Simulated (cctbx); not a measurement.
# Solving a structure by charge flipping

Cell a = 3.3280 Å, b = 3.3280 Å, c = 5.1010 Å, α = 90.00°, β = 90.00°, γ = 120.00°; space group P-3m1 (no. 164); content Pd1 N2 Li2.

Simulated single-crystal data (cctbx): synchrotron X-rays, λ = 0.4959 Å, to d = 0.65 Å, 95 % of the full sphere, strongest reflection 5000 counts, noise from counting, a 4 % proportional error and a noise floor of 15 counts (s.d.); no absorption.

1 earlier start (other random phases, and plain and normalised amplitudes in turn) led nowhere (symmetry correlation 0.95).

Charge flipping in P1 on plain amplitudes to 0.8 Å, δ = 1 σ, 30 % of the reflections treated as weak, 400 cycles:

```text
cycle      R  skewness
    0  0.449     0.73
   33  0.193     5.86
   66  0.225     5.20
   99  0.210     5.44
  132  0.215     5.47
  165  0.210     5.29
  198  0.211     5.33
  231  0.222     5.33
  264  0.214     5.21
  297  0.207     5.31
  330  0.209     5.30
  363  0.192     5.33
  396  0.195     5.58
origin shift          correlation  skewness
 0.842  0.069  0.086      0.983      8.71
 0.151  0.666 -0.001      0.913      4.42
 0.842  0.069  0.086      0.983      8.71
 0.515  0.361  0.193      0.903      4.38
taken: symmetry correlation 0.983, skewness 8.71
peak      x       y       z  mult  height/sigma
Q1    0.0000  0.0000  0.0000    1     16.8
Q2    0.3333  0.6667  0.2160    2      1.7
Q3    0.3333  0.6667  0.6271    2      1.2
Q4    0.3333  0.6667  0.3977    2      1.0
Q5    0.0000  0.0000  0.2583    2      0.8
Q6    0.1690  0.3380  0.5495    6      0.7
Q7    0.0000  0.5000  0.0000    3      0.7
Q8    0.1629  0.3259  0.3708    6      0.6
```

The origin is taken among those within 0.04 of the best correlation, by the skewness of the map.

Run time: 0.28 s on 1 thread of Arm Neoverse V2, with other jobs on the host, peak memory 0.07 GiB.

Q: Assign the peaks.

Heights go roughly as Z and multiplicities must add up to the content. First model: Q1 = Pd1 (1 in the cell, height 16.8), Q2 = N1 (2 in the cell, height 1.7) and Q3 = Li1 (2 in the cell, height 1.2). Against the true structure, Q1 is Pd, Q2 is N and Q3 is Li; the other peaks are not atoms.

Least squares on F², isotropic:

```text
Rint 0.044, 93 unique reflections to 0.65 A
cycle     R1     wR2    GooF  max shift (A)
   1  0.0529  0.1234   4.437   0.12328
   3  0.0121  0.0255   0.915   0.00000
final R1 0.0121 wR2 0.0255 GooF 0.915  parameters 5  data/parameter 18.6
atom        x        y        z      Ueq    occ   su(xyz)  su(Uiso or U11)
Pd1    0.00000  0.00000  0.00000   0.0214  1.000  0.00000  0.0001
N1     0.33333  0.66667  0.21766   0.0434  1.000  0.00093  0.0009
Li1    0.33333  0.66667  0.65150   0.0506  1.000  0.00210  0.0021
difference map: max 0.32 min -0.39 rms 0.10
Q1    0.3333  0.6667  0.8812    2    0.33  1.17 A from Li1
Q2    0.3333  0.6667  0.7192    2    0.32  0.35 A from Li1
Q3    0.3333  0.6667  0.3967    2    0.29  0.91 A from N1
Q4    0.3333  0.6667  0.5621    2    0.28  0.46 A from Li1
Q5    0.1590  0.3181  0.9717    6    0.28  0.93 A from Pd1
```

Anisotropic refinement:

```text
Rint 0.044, 93 unique reflections to 0.65 A
cycle     R1     wR2    GooF  max shift (A)
   1  0.0121  0.0255   0.931   0.00046
   2  0.0114  0.0245   0.897   0.00000
final R1 0.0114 wR2 0.0245 GooF 0.897  parameters 8  data/parameter 11.6
atom        x        y        z      Ueq    occ   su(xyz)  su(Uiso or U11)
Pd1    0.00000  0.00000  0.00000   0.0214  1.000  0.00000  0.0001
N1     0.33333  0.66667  0.21764   0.0433  1.000  0.00090  0.0013
Li1    0.33333  0.66667  0.65159   0.0508  1.000  0.00221  0.0028
difference map: max 0.30 min -0.38 rms 0.10
Q1    0.3333  0.6667  0.8809    2    0.31  1.17 A from Li1
Q2    0.3333  0.6667  0.3950    2    0.28  0.90 A from N1
Q3    0.1589  0.3178  0.9721    6    0.28  0.93 A from Pd1
Q4    0.1697  0.3394  0.3933    6    0.27  1.30 A from N1
Q5    0.1144  0.2287  0.0959    6    0.23  0.82 A from Pd1
Q6    0.2541  0.5082  0.1269    6    0.21  0.65 A from N1
```

**Reading.** The refinement ends at R1 = 0.0114, wR2 = 0.0245, GooF = 0.90, with difference density between -0.38 and 0.30 e/Å³. Every site matches the true model in element, within 0.003 Å r.m.s., up to an allowed shift of origin.

True model:

| atom | mult. | x | y | z | Ueq (Å²) |
| --- | --- | --- | --- | --- | --- |
| Pd1 | 1 | 0 | 0 | 0 | 0.0214 |
| N1 | 2 | 1/3 | 2/3 | 0.2173 | 0.0430 |
| Li1 | 2 | 1/3 | 2/3 | 0.6507 | 0.0504 |

This is a model crystal, built by substitution and not relaxed, with assumed displacement parameters.

[Middle refinement cycles are left out of these outputs.]

[Logs are printed without paths, hosts, clocks, repeated set-up lines and the standing remarks that a program may print on its own settings, such as how far it seeks lower states.]
